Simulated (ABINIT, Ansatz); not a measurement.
# Quasiparticle gap of YScB2O6 (R-3) in ABINIT

How does a plane-wave GW calculation on YScB2O6 (R-3) run from the first input to the gap?

Calculated with ABINIT 10.8.3; LDA and many-body steps on it, plane waves.

## Step 1: Starting point

It takes space group R-3 (No. 148, trigonal). Conventional cell: a = 4.911 Å, b = 4.911 Å, c = 16.119 Å, α = 90.00°, β = 90.00°, γ = 120.00°. Y has 6 O at 2.32 Å nearest. Nearest to Sc lie 6 O at 2.14 Å. B has 3 O at 1.39 Å nearest. O has 1 B at 1.39 Å and 1 Sc at 2.14 Å and 1 Y at 2.32 Å nearest. Farther neighbours and most contacts between anions are not listed.

The cell and positions are those that the Materials Project relaxed with its own functionals (PBE, PBE+U or r2SCAN), kept fixed.

## Step 2: Ground state

This step: ABINIT 10.8.3; DFT, LDA, plane waves, norm-conserving pseudopotentials.

The ground-state density comes first.

Input file run.abi:

```
acell 3*1.0 Angstrom
rprim 
  2.455259121368 1.417544514628 5.373024847406
  -2.455259121368 1.417544514628 5.373024847406
  0.000000000000 -2.835089029328 5.373024847387
ntypat 4
znucl 39 21 5 8
natom 10
typat 1 2 3 3 4 4 4 4 4 4
xred 
  0.500000000000 0.500000000000 0.500000000000
  0.000000000000 0.000000000000 0.000000000000
  0.255007000000 0.255007000000 0.255007000000
  0.744993000000 0.744993000000 0.744993000000
  0.233543000000 0.545880000000 0.981547000000
  0.981547000000 0.233543000000 0.545880000000
  0.545880000000 0.981547000000 0.233543000000
  0.018453000000 0.766457000000 0.454120000000
  0.454120000000 0.018453000000 0.766457000000
  0.766457000000 0.454120000000 0.018453000000
pp_dirpath "pseudos"
pseudos "Y.upf, Sc.upf, B.upf, O.upf"
ecut 36
ngkpt 6 6 6
nshiftk 1
shiftk 0 0 0
kptopt 1
chksymbreak 0
nband 41
occopt 1
tolvrs 1e-10
nstep 60
prtwf 0
optforces 0
optstress 0
indata_prefix "in"
outdata_prefix "out"
tmpdata_prefix "tmp"
```

On the command line:

```console
> OMP_NUM_THREADS=1 mpirun -n 4 abinit run.abi > log
```

Numbers of over 12 decimals in the logs are rounded to 6 here.

The program printed:

```text
.Version 10.8.3 of ABINIT. v10.8.2 released Aug 2026.

 Symmetries : space group R-3 (#148); Bravais hR (rhombohedral)
================================================================================
 Values of the parameters that define the memory need of the present run
     intxc =       0    ionmov =       0      iscf =       7    lmnmax =       6
     lnmax =       6     mgfft =      64  mpssoang =       3    mqgrid =    3001
     natom =      10  nloc_mem =       1    nspden =       1   nspinor =       1
    nsppol =       1      nsym =       6    n1xccc =    2501    ntypat =       4
    occopt =       1   xclevel =       1
-    mband =          41        mffmem =           1         mkmem =          10
       mpw =        7878          nfft =      262144          nkpt =          40
================================================================================
  Rough estimation (10% accuracy) of disk space for files :
================================================================================

--------------------------------------------------------------------------------
------------- Echo of variables that govern the present computation ------------
--------------------------------------------------------------------------------
 -outvars: echo values of preprocessed input variables --------
            acell      1.8897261259E+00  1.8897261259E+00  1.8897261259E+00 Bohr

      chksymbreak           0
             ecut      3.60000000E+01 Hartree
-          fftalg         312

              ixc       -1012
              kpt      0.00000000E+00  0.00000000E+00  0.00000000E+00
                       1.66666667E-01  0.00000000E+00  0.00000000E+00
                       3.33333333E-01  0.00000000E+00  0.00000000E+00
                       5.00000000E-01  0.00000000E+00  0.00000000E+00
                       1.66666667E-01  1.66666667E-01  0.00000000E+00
                       3.33333333E-01  1.66666667E-01  0.00000000E+00
                       5.00000000E-01  1.66666667E-01  0.00000000E+00
                      -3.33333333E-01  1.66666667E-01  0.00000000E+00
                      -1.66666667E-01  1.66666667E-01  0.00000000E+00
   [... 29 further rows ...]
                      -3.33333333E-01  5.00000000E-01  3.33333333E-01
                       5.00000000E-01  5.00000000E-01  5.00000000E-01
         kptrlatt        6    0    0      0    6    0      0    0    6
          kptrlen      5.56772077E+01
P           mkmem          10
            natom          10
            nband          41
            ngfft          64      64      64
             nkpt          40
            nstep          60
             nsym           6
           ntypat           4
              occ      2.000000  2.000000  2.000000  2.000000  2.000000  2.000000
                       2.000000  2.000000  2.000000  2.000000  2.000000  2.000000
                       2.000000  2.000000  2.000000  2.000000  2.000000  2.000000
                       2.000000  2.000000  2.000000  2.000000  2.000000  2.000000
                       2.000000  2.000000  2.000000  2.000000  2.000000  2.000000
                       2.000000  2.000000  0.000000  0.000000  0.000000  0.000000
                       0.000000  0.000000  0.000000  0.000000  0.000000
        optforces           0
        optstress           0
            prtwf           0
            rprim      2.4552591214E+00  1.4175445146E+00  5.3730248474E+00
[...]
spgroup         148

           tolvrs      1.00000000E-10

             xred      5.0000000000E-01  5.0000000000E-01  5.0000000000E-01
[...]
znucl       39.00000   21.00000    5.00000    8.00000

================================================================================

 chkinp: Checking input parameters for consistency.

================================================================================
== DATASET  1 ==================================================================
-   mpi_nproc: 4, omp_nthreads: 1 (-1 if OMP is not activated)

--- !DatasetInfo
iteration_state: {dtset: 1, }
dimensions: {natom: 10, nkpt: 40, mband: 41, nsppol: 1, nspinor: 1, nspden: 1, mpw: 7878, }
cutoff_energies: {ecut:  36.0, pawecutdg:  -1.0, }
electrons: {nelect:   6.40000000E+01, charge:   0.00000000E+00, occopt:   1.00000000E+00, tsmear:   1.00000000E-02, }

 Real(R)+Recip(G) space primitive vectors, cartesian coordinates (Bohr,Bohr^-1):
 R(1)=  4.6397673  2.6787709 10.1535454  G(1)=  0.1077640  0.0622176  0.0328293
 R(2)= -4.6397673  2.6787709 10.1535454  G(2)= -0.1077640  0.0622176  0.0328293
 R(3)=  0.0000000 -5.3575418 10.1535454  G(3)=  0.0000000 -0.1244352  0.0328293
 Unit cell volume ucvol=  7.5718280E+02 bohr^3
 Angles (23,13,12)=  4.76757032E+01  4.76757032E+01  4.76757032E+01 degrees

 getcut: wavevector=  0.0000  0.0000  0.0000  ngfft=  64  64  64
         ecut(hartree)=     36.000   => boxcut(ratio)=   2.06454

--- Pseudopotential description ------------------------------------------------
- Y Generated using ONCVPSP code by D. R. Hamann
- 39.00000  11.00000  180309                  znucl, zion, pspdat
12 -1012 2 -1 1724                            pspcod,pspxc,lmax,lloc,mmax
     nproj     2     2     2
  pspatm : epsatm=   18.49213021
         --- l  ekb(1:nproj) -->
[...]
nproj     2     2     1
  pspatm : epsatm=    6.27558587
         --- l  ekb(1:nproj) -->
[...]
2   -1.033686
 pspatm: atomic psp has been read  and splines computed

   4.87641902E+03                                ecore*ucvol(ha*bohr**3)
--------------------------------------------------------------------------------

_setup2: Arith. and geom. avg. npw (full set) are    7810.903    7810.886

================================================================================

--- !BeginCycle
iteration_state: {dtset: 1, }
solver: {iscf: 7, nstep: 60, nline: 4, wfoptalg: 0, }
tolerances: {tolvrs: 1.00E-10, }

     iter   Etot(hartree)      deltaE(h)  residm     vres2
 ETOT  1  -194.14195681396    -1.941E+02 1.195E-01 3.414E+03
 ETOT  2  -193.89819340485     2.438E-01 5.378E-02 4.775E+03
 ETOT  3  -194.83363574976    -9.354E-01 2.558E-02 1.452E+02
 ETOT  4  -194.85098663198    -1.735E-02 1.315E-02 2.025E+01
 ETOT  5  -194.85340729777    -2.421E-03 4.245E-03 7.121E-01
 ETOT  6  -194.85351953514    -1.122E-04 5.236E-03 1.629E-03
 ETOT  7  -194.85352030513    -7.700E-07 3.723E-03 1.630E-03
 ETOT  8  -194.85352054667    -2.415E-07 3.813E-03 2.395E-04
 ETOT  9  -194.85352057464    -2.798E-08 3.346E-03 1.288E-05
 ETOT 10  -194.85352057615    -1.505E-09 2.851E-03 2.532E-07
 ETOT 11  -194.85352057623    -8.401E-11 2.865E-03 3.662E-08
 ETOT 12  -194.85352057625    -1.515E-11 2.995E-03 6.439E-10
 ETOT 13  -194.85352057624     6.480E-12 2.271E-03 1.066E-10
 ETOT 14  -194.85352057623     5.258E-12 2.148E-03 4.288E-12

 At SCF step   14       vres2   =  4.29E-12 < tolvrs=  1.00E-10 =>converged.

--- !ResultsGS
iteration_state: {dtset: 1, }
comment   : Summary of ground state results
lattice_vectors:
- [  4.6397673,   2.6787709,  10.1535454, ]
- [ -4.6397673,   2.6787709,  10.1535454, ]
- [  0.0000000,  -5.3575418,  10.1535454, ]
lattice_lengths: [  11.48032,   11.48032,   11.48032, ]
lattice_angles: [ 47.676,  47.676,  47.676, ] # degrees, (23, 13, 12)
lattice_volume:   7.5718280E+02
convergence: {deltae:  5.258E-12, res2:  4.288E-12, residm:  2.148E-03, diffor:  0.000E+00, }
etotal    :  -1.94853521E+02
entropy   :   0.00000000E+00
fermie    :   1.24673816E-01
cartesian_stress_tensor: null
pressure_GPa: null
xred      :
- [  5.0000E-01,   5.0000E-01,   5.0000E-01,  Y]
- [  0.0000E+00,   0.0000E+00,   0.0000E+00, Sc]
- [  2.5501E-01,   2.5501E-01,   2.5501E-01,  B]
- [  7.4499E-01,   7.4499E-01,   7.4499E-01,  B]
- [  2.3354E-01,   5.4588E-01,   9.8155E-01,  O]
- [  9.8155E-01,   2.3354E-01,   5.4588E-01,  O]
- [  5.4588E-01,   9.8155E-01,   2.3354E-01,  O]
- [  1.8453E-02,   7.6646E-01,   4.5412E-01,  O]
- [  4.5412E-01,   1.8453E-02,   7.6646E-01,  O]
- [  7.6646E-01,   4.5412E-01,   1.8453E-02,  O]
cartesian_forces: null
force_length_stats: {min: null, max: null, mean: null, }

 Integrated electronic density in atomic spheres:
 ------------------------------------------------
 Atom  Sphere_radius  Integrated_density
[...]
================================================================================

 ----iterations are completed or convergence reached----

 Mean square residual over all n,k,spin=   11.292E-06; max=  21.484E-04
 reduced coordinates (array xred) for   10 atoms
[...]
0.981547000000      0.233543000000      0.545880000000
       0.545880000000      0.981547000000      0.233543000000
       0.018453000000      0.766457000000      0.454120000000
       0.454120000000      0.018453000000      0.766457000000
       0.766457000000      0.454120000000      0.018453000000
 rms dE/dt=  0.0000E+00; max dE/dt=  0.0000E+00; dE/dt below (all hartree)
    1       0.000000000000      0.000000000000      0.000000000000
    2       0.000000000000      0.000000000000      0.000000000000
    3       0.000000000000      0.000000000000      0.000000000000
    4       0.000000000000      0.000000000000      0.000000000000
    5       0.000000000000      0.000000000000      0.000000000000
    6       0.000000000000      0.000000000000      0.000000000000
    7       0.000000000000      0.000000000000      0.000000000000
    8       0.000000000000      0.000000000000      0.000000000000
    9       0.000000000000      0.000000000000      0.000000000000
   10       0.000000000000      0.000000000000      0.000000000000

 cartesian coordinates (angstrom) at end:
[...]
6      1.836544     0.174826     9.461736
    7     -1.069675     1.503081     9.461736
    8     -1.836544    -0.174826     6.657339
    9      1.069675    -1.503081     6.657339
   10      0.766868     1.677906     6.657339
 length scales=  1.889726125908  1.889726125908  1.889726125908 bohr
              =  1.000000000000  1.000000000000  1.000000000000 angstroms
 prteigrs : about to open file out_EIG
 Fermi (or HOMO) energy (hartree) =   0.12467   Average Vxc (hartree)=  -0.40741
 Eigenvalues (hartree) for nkpt=  40  k points:
 kpt#   1, nband= 41, wtk=  0.00463, kpt=  0.0000  0.0000  0.0000 (reduced coord)
  -1.60525   -1.34836   -0.83258   -0.83258   -0.83090   -0.62538   -0.62310   -0.62310
  -0.54964   -0.51264   -0.48869   -0.48869   -0.46666   -0.46666   -0.07692   -0.07595
  -0.06305   -0.05949   -0.05949   -0.03389   -0.03389    0.03133    0.03133    0.03758
   0.07923    0.07986    0.07986    0.08720    0.08720    0.11153    0.11540    0.11540
   0.30289    0.30289    0.30578    0.33328    0.33978    0.33979    0.36220    0.36842
   0.39637
 prteigrs : prtvol=0 or 1, do not print more k-points.

--- !EnergyTerms
iteration_state     : {dtset: 1, }
comment             : Components of total free energy in Hartree
kinetic             :  9.98154524643688E+01
hartree             :  4.42337538739210E+01
xc                  : -4.32688955851868E+01
Ewald energy        : -1.40285959564156E+02
psp_core            :  6.44021366427822E+00
local_psp           : -1.52060073779704E+02
non_local_psp       : -9.72801164975616E+00
total_energy        : -1.94853520576235E+02
total_energy_eV     : -5.30223440978913E+03
band_energy         : -1.97311490430123E+01

== END DATASET(S) ==============================================================
================================================================================

 -outvars: echo values of variables after computation  --------
           etotal     -1.9485352058E+02
            nband          41
             nkpt          40
          spgroup         148
 [... the other variables as echoed above ...]

 Calculation completed.
```

The job ended after 5.7 min (4 MPI ranks of Arm Neoverse N1, shared host; peak memory 0.69 GiB).

Numbers from this step:

```yaml
total_energy: -5302.2344 eV
gap: 4.393 eV
k_of_the_valence_top: 0.5, 0.5, 0
k_of_the_conduction_bottom: 0.5, 0.5, 0
least_direct_gap: 4.393 eV
```

The gap is direct, at (0.500, 0.500, 0.000).

(Part 1 of 3 ends here.)

[Paths, hosts, dates, memory and timing lines, banners, echoed tables and standing remarks are left out of the program output.]

[Logs are printed without paths, hosts, clocks, repeated set-up lines and the standing remarks that a program may print on its own settings, such as how far it seeks lower states.]

[Runs of the session that timed out or met a known fault of the program may be left out.]

[Hosts, paths, dates, database ids (printed as entryN), source tags and the programs' standing remarks are cut or masked in the printed files.]

[G0W0 gaps are taken among the corrected bands and points alone; a level outside them can change the order at an edge.]

[Where Ansatz stands beside ABINIT at settings called matched, ABINIT's density can come from a denser mesh and the files from another edition; pairs whose starting gaps differed by over 0.03 eV were left out, so agreement reads better than it is.]
